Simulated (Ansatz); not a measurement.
Planning a GW calculation on SnO2 (Cassiterite).

Symmetry: P4_2/mnm, No. 136, tetragonal system. Conventional cell: a = 4.738 Å, b = 4.738 Å, c = 3.187 Å, α = 90.00°, β = 90.00°, γ = 90.00°. Nearest to Sn lie 6 O at 2.05 to 2.06 Å. Nearest to O lie 3 Sn at 2.05 to 2.06 Å. Farther neighbours and most contacts between anions are not listed.

```yaml
crystal:
  lattice:
    - [4.73800, 0.00000, 0.00000]
    - [0.00000, 4.73800, 0.00000]
    - [0.00000, 0.00000, 3.18650]
  atoms:
    - { symbol: Sn, position: [0.00000, 0.00000, 0.00000] }
    - { symbol: Sn, position: [0.50000, 0.50000, 0.50000] }
    - { symbol: O, position: [0.30710, 0.30710, 0.00000] }
    - { symbol: O, position: [0.19290, 0.80710, 0.50000] }
    - { symbol: O, position: [0.69290, 0.69290, 0.00000] }
    - { symbol: O, position: [0.80710, 0.19290, 0.50000] }
```

The cell and positions come from the Crystallography Open Database and are kept as given unless a step says otherwise. PAW set soft_2, made with PBE.

Runs so far (Ansatz 0.2.0, start PBE, default PAW files, 4×4×4 mesh). Times are wall times on 1 × NVIDIA H100 80GB HBM3 (shared by 6 runs) with 3 threads of AMD EPYC 7R13 (Zen 3), shared host, good to a factor of about two.

```csv
bands summed,cutoff (eV),gap on the mesh (eV),time
83,50,2.824,9.9 s
188,100,2.747,11 s
324,150,2.783,29 s
556,220,2.829,35 s
```

Q: What should the next rung give, with 870 bands and screening to 300 eV, and where is the limit?

The error falls about as one over the bands when the cutoff rises with them. A line through the two highest rungs given predicts 2.852 eV; the run gave 2.830 eV, a miss of 0.022 eV, so the law fails here: the steps don't follow it yet. The two highest rungs put the limit near 2.831 eV, the pair below near 2.893 eV; neither can be trusted until a further rung is run.

Gaps are over the mesh's points; an edge off the mesh would be missed. Limits: not at the basis limit; no spin-orbit coupling; coarse k mesh.

[Paths, hosts, dates, memory and timing lines, banners, echoed tables and standing remarks are left out of the program output.]

[Logs are printed without paths, hosts, clocks, repeated set-up lines and the standing remarks that a program may print on its own settings, such as how far it seeks lower states.]

[Runs of the session that timed out or met a known fault of the program may be left out.]

[Cells called generated may have been cut or substituted from an entry of the Crystallography Open Database or the Materials Project.]

[No measured gap is set beside runs whose start may be inverted or whose files or cutoffs have a known fault.]

[Hosts, paths, dates, database ids (printed as entryN), source tags and the programs' standing remarks are cut or masked in the printed files.]
